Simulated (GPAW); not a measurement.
# Local fields in the dielectric function of SrTiO3 (Tausonite), part 2 of 2

What do local fields and a kernel do to the response of SrTiO3 (Tausonite)?

GPAW 26.7.0; PBE and many-body steps on it, plane waves.

So far. Step 3 (RPA response): The static value is 5.66. Step 4 (ALDA response): The static value is 5.73.

### 5. RPA response, local-field cutoff (8×8×8 mesh, 79 bands, screening to 5 eV, broadening 0.2 eV)

This step: linear response, RPA, on PBE, plane waves, PAW.

run.py

```python
import json
import numpy as np
from gpaw.mpi import world
from gpaw.response.df import DielectricFunction

df = DielectricFunction('full.gpw',
    ecut=5,
    nbands=79,
    eta=0.2,
    frequencies={'type': 'nonlinear', 'domega0': 0.05, 'omega2': 10.0},
    intraband=False,
    txt='df.txt')
res = {'optical': {}, 'eels': []}
for d in 'x':
    y0, y = df.get_dielectric_function(direction=d, xc='RPA', filename=None)
    res['optical'][d] = [y0.real, y0.imag, y.real, y.imag]
res['w'] = df.get_frequencies()
for q_c in [[0.5, 0, 0]]:
    res['eels'].append(df.get_eels_spectrum(q_c=q_c, xc='RPA', filename=None))

if world.rank == 0:
    with open('result.json', 'w') as f:
        json.dump(res, f, default=lambda x: x.tolist())
```

Launch:

```
$ mpirun -n 4 gpaw python run.py
```

Numbers of over 12 decimals in the logs are rounded to 6 here.

What it wrote:

```text
Using integrator: PointIntegrator
NonLinearFrequencyDescriptor(from 0.000 to 108.559 eV, 396 points)
Nonperiodic BCs:  [False False False]
Using integrator: PointIntegrator
NonLinearFrequencyDescriptor(from 0.000 to 108.559 eV, 396 points)
Nonperiodic BCs:  [False False False]

Calculating chi0 body with:
    Ground state adapter containing:
    Number of spins: 1
    Number of kpoints: 512
    Number of irreducible kpoints: 35
    Number of completely occupied states: 20
    Number of partially occupied states: 20
    Occupied states memory: 4.21875 M / cpu

    Linear response parametrization:
    q_c: [0.0, 0.0, 0.0]
    Number of frequency points: 396
    Planewave cutoff: 5.0
    Number of bands: 79
    Number of planewaves: 1
    Broadening (eta): 0.2
    comm.size: 4
    kncomm.size: 4
    blockcomm.size: 1

    Memory estimate of potentially large arrays:
        chi0_wGG: 0.00604248 M / cpu
Integrating chi0 body.

Symmetries of q_c:
    Direct symmetries (Uq -> q): 48
    Indirect symmetries (TUq -> q): 0
In total 48 allowed symmetries.

  [... matrices ...]
35 groups of equivalent kpoints. 93.1640625% reduction.

Integral kind: spectral function

Calculating chi0 optical extensions with:
    Ground state adapter containing:
    Number of spins: 1
    Number of kpoints: 512
    Number of irreducible kpoints: 35
    Number of completely occupied states: 20
    Number of partially occupied states: 20
    Occupied states memory: 4.21875 M / cpu

    Linear response parametrization:
    Number of frequency points: 396
    Planewave cutoff: 5.0
    Number of bands: 79
    Number of planewaves: 1
    Broadening (eta): 0.2
Integrating chi0 head and wings.

Symmetries of q_c:
    Direct symmetries (Uq -> q): 48
    Indirect symmetries (TUq -> q): 0
In total 48 allowed symmetries.

  [... matrices ...]
35 groups of equivalent kpoints. 93.1640625% reduction.

Integral kind: spectral function wings

Calculating chi0 body with:
    Ground state adapter containing:
    Number of spins: 1
    Number of kpoints: 512
    Number of irreducible kpoints: 35
    Number of completely occupied states: 20
    Number of partially occupied states: 20
    Occupied states memory: 4.21875 M / cpu

    Linear response parametrization:
    q_c: [0.5, 0.0, 0.0]
    Number of frequency points: 396
    Planewave cutoff: 5.0
    Number of bands: 79
    Number of planewaves: 2
    Broadening (eta): 0.2
    comm.size: 4
    kncomm.size: 4
    blockcomm.size: 1

    Memory estimate of potentially large arrays:
        chi0_wGG: 0.024169921875 M / cpu
Integrating chi0 body.

Symmetries of q_c:
    Direct symmetries (Uq -> q): 16
    Indirect symmetries (TUq -> q): 0
In total 16 allowed symmetries.

  [... matrices ...]
75 groups of equivalent kpoints. 85.3515625% reduction.

Integral kind: spectral function
```

Run time: 18 s. Hardware: 4 MPI ranks of AMD EPYC 7R43, shared host; peak memory 1.2 GiB.

This step gave:

```
ε at zero frequency           : 5.862
the same without local fields : 5.862
```

The static value is 5.86.

### 6. RPA response, fewer bands (8×8×8 mesh, 25 bands, screening to 50 eV, broadening 0.2 eV)

run.py: that of step 5 with these lines changed.

```diff
@@ -6,4 +6,4 @@
 df = DielectricFunction('full.gpw',
-    ecut=5,
-    nbands=79,
+    ecut=50,
+    nbands=25,
     eta=0.2,
@@ -17,3 +17,3 @@
 res['w'] = df.get_frequencies()
-for q_c in [[0.5, 0, 0]]:
+for q_c in []:
     res['eels'].append(df.get_eels_spectrum(q_c=q_c, xc='RPA', filename=None))
```

Launch:

```
$ mpirun -n 4 gpaw python run.py
```

What it wrote:

```text
Using integrator: PointIntegrator
NonLinearFrequencyDescriptor(from 0.000 to 64.948 eV, 353 points)
Nonperiodic BCs:  [False False False]
Using integrator: PointIntegrator
NonLinearFrequencyDescriptor(from 0.000 to 64.948 eV, 353 points)
Nonperiodic BCs:  [False False False]

Calculating chi0 body with:
    Ground state adapter containing:
    Number of spins: 1
    Number of kpoints: 512
    Number of irreducible kpoints: 35
    Number of completely occupied states: 20
    Number of partially occupied states: 20
    Occupied states memory: 4.21875 M / cpu

[...]
Ground state adapter containing:
    Number of spins: 1
    Number of kpoints: 512
    Number of irreducible kpoints: 35
    Number of completely occupied states: 20
    Number of partially occupied states: 20
    Occupied states memory: 4.21875 M / cpu

    Linear response parametrization:
    Number of frequency points: 353
    Planewave cutoff: 50.0
    Number of bands: 25
    Number of planewaves: 57
    Broadening (eta): 0.2
Integrating chi0 head and wings.

Symmetries of q_c:
    Direct symmetries (Uq -> q): 48
    Indirect symmetries (TUq -> q): 0
In total 48 allowed symmetries.

  [... matrices ...]
35 groups of equivalent kpoints. 93.1640625% reduction.

Integral kind: spectral function wings
```

Wall time 8.2 s (4 MPI ranks); peak memory 1.3 GiB; 31 s of CPU time.

This step gave:

* ε at zero frequency: 4.224
* the same without local fields: 4.288

### 7. RPA response, scissors (8×8×8 mesh, 79 bands, screening to 50 eV, broadening 0.2 eV)

run.py: that of step 6 with these lines changed.

```diff
@@ -7,3 +7,3 @@
     ecut=50,
-    nbands=25,
+    nbands=79,
     eta=0.2,
@@ -11,2 +11,3 @@
     intraband=False,
+    eshift=1.5,
     txt='df.txt')
```

Launch:

```
$ mpirun -n 4 gpaw python run.py
```

What it wrote:

```text
Using integrator: PointIntegrator
NonLinearFrequencyDescriptor(from 0.000 to 108.559 eV, 396 points)
Nonperiodic BCs:  [False False False]
Using integrator: PointIntegrator
NonLinearFrequencyDescriptor(from 0.000 to 108.559 eV, 396 points)
Nonperiodic BCs:  [False False False]

Calculating chi0 body with:
    Ground state adapter containing:
    Number of spins: 1
    Number of kpoints: 512
    Number of irreducible kpoints: 35
    Number of completely occupied states: 20
    Number of partially occupied states: 20
    Occupied states memory: 4.21875 M / cpu

[...]
Ground state adapter containing:
    Number of spins: 1
    Number of kpoints: 512
    Number of irreducible kpoints: 35
    Number of completely occupied states: 20
    Number of partially occupied states: 20
    Occupied states memory: 4.21875 M / cpu

    Linear response parametrization:
    Number of frequency points: 396
    Planewave cutoff: 50.0
    Number of bands: 79
    Number of planewaves: 57
    Broadening (eta): 0.2
Integrating chi0 head and wings.

Symmetries of q_c:
    Direct symmetries (Uq -> q): 48
    Indirect symmetries (TUq -> q): 0
In total 48 allowed symmetries.

  [... matrices ...]
35 groups of equivalent kpoints. 93.1640625% reduction.

Integral kind: spectral function wings
```

The job ended after 14 s (4 MPI ranks; peak memory 1.4 GiB).

Numbers from this step:

```
ε at zero frequency           : 4.743
the same without local fields : 4.903
```

The static value is 4.74.

The ε₂ has structure finer than the step of the table below, so its rows give means over 1 eV, whole bins alone (the curve runs from 0 to 39.8 eV). Peaks (eV: height): xx, no local fields 5.8: 6.83, 9.4: 4.95, 24.8: 3.50, 38.0: 1.26; xx, local fields 5.8: 6.62, 9.2: 5.05, 28.6: 1.57.

RPA, broadening 0.2 eV. Table of ε₂ by photon energy; means over each step:

```
photon energy (eV)  xx, no local fields  xx, local fields
                 1               0.0326            0.0315
                 2               0.0823            0.0793
                 3                0.230             0.219
                 4                 1.37              1.27
                 5                 4.13              3.88
                 6                 5.82              5.77
                 7                 3.68              3.90
                 8                 2.99              3.14
                 9                 4.28              4.40
                10                 4.16              4.05
                11                 3.43              3.19
                12                 2.66              2.39
                13                 2.46              2.29
                14                 1.28              1.33
                15                0.794             0.793
                16                0.887             0.906
                17                0.824             0.787
                18                 1.01             0.895
                19                 1.15             0.933
                20                 1.56              1.22
                21                 1.69              1.30
                22                 1.71              1.32
                23                 2.09              1.26
                24                 3.23              1.18
                25                 3.21              1.09
                26                 1.61              1.35
                27                0.893              1.30
                28                0.578              1.29
                29                0.522              1.37
                30                0.403              1.09
                31                0.372             0.708
                32                0.330             0.556
                33                0.319             0.450
                34                0.369             0.463
                35                0.346             0.443
                36                0.489             0.418
                37                0.841             0.416
                38                 1.14             0.372
                39                0.686             0.363
```

### 8. RPA response, unknown integration mode (8×8×8 mesh, 79 bands, screening to 30 eV, broadening 0.2 eV)

run.py: that of step 7 with these lines changed.

```diff
@@ -6,3 +6,3 @@
 df = DielectricFunction('full.gpw',
-    ecut=50,
+    ecut=30,
     nbands=79,
@@ -11,3 +11,3 @@
     intraband=False,
-    eshift=1.5,
+    integrationmode='gaussian',
     txt='df.txt')
```

Launch:

```
$ mpirun -n 4 gpaw python run.py
```

What it wrote:

```text

--- the script ended with ---
ValueError: Integration mode "gaussian" not implemented.
```

The job ended after 15 s (4 MPI ranks; peak memory 0.62 GiB).

The run stopped with an error after 15 s.

The program's words: ValueError: Integration mode "gaussian" not implemented.

The fault put into this input: unknown integration mode.

### 9. The runs together

Times are wall times on 4 MPI ranks of AMD EPYC 7R43, shared host, good to a factor of about two.

```
                                                                                          run  ε(0)  without local fields   time
                                                                                 RPA response  5.66                  5.86   57 s
                                                                                ALDA response  5.73                  5.86   23 s
RPA response, local-field cutoff (8×8×8 mesh, 79 bands, screening to 5 eV, broadening 0.2 eV)  5.86                  5.86   18 s
      RPA response, fewer bands (8×8×8 mesh, 25 bands, screening to 50 eV, broadening 0.2 eV)  4.22                  4.29  8.2 s
         RPA response, scissors (8×8×8 mesh, 79 bands, screening to 50 eV, broadening 0.2 eV)  4.74                  4.90   14 s
```

### 10. Summary of results

```json
{
  "RPA response": "ε(0) 5.66",
  "ALDA response": "ε(0) 5.73",
  "RPA response, local-field cutoff (8×8×8 mesh, 79 bands, screening to 5 eV, broadening 0.2 eV)": "ε(0) 5.86",
  "RPA response, fewer bands (8×8×8 mesh, 25 bands, screening to 50 eV, broadening 0.2 eV)": "ε(0) 4.22",
  "RPA response, scissors (8×8×8 mesh, 79 bands, screening to 50 eV, broadening 0.2 eV)": "ε(0) 4.74"
}
```

**Reading.** In the optical limit the electronic ε(0) is 5.66, against 5.86 without local fields. ALDA response: ε(0) = 5.73. RPA response, local-field cutoff (8×8×8 mesh, 79 bands, screening to 5 eV, broadening 0.2 eV): ε(0) = 5.86. RPA response, fewer bands (8×8×8 mesh, 25 bands, screening to 50 eV, broadening 0.2 eV): ε(0) = 4.22. RPA response, scissors (8×8×8 mesh, 79 bands, screening to 50 eV, broadening 0.2 eV): ε(0) = 4.74. Measured: 5.1 (high-frequency dielectric constant from ellipsometry, 2013). ε(0) converges slowly with a Γ-centred mesh, and this one is not shown settled. Unless a shift is named, the levels are those of the density functional, and only a kernel with a long-range part can bind an exciton.

[Paths, hosts, dates, memory and timing lines, banners, echoed tables and standing remarks are left out of the program output.]

[Logs are printed without paths, hosts, clocks, repeated set-up lines and the standing remarks that a program may print on its own settings, such as how far it seeks lower states.]

[Runs of the session that timed out or met a known fault of the program may be left out.]

[Hosts, paths, dates, database ids (printed as entryN), source tags and the programs' standing remarks are cut or masked in the printed files.]
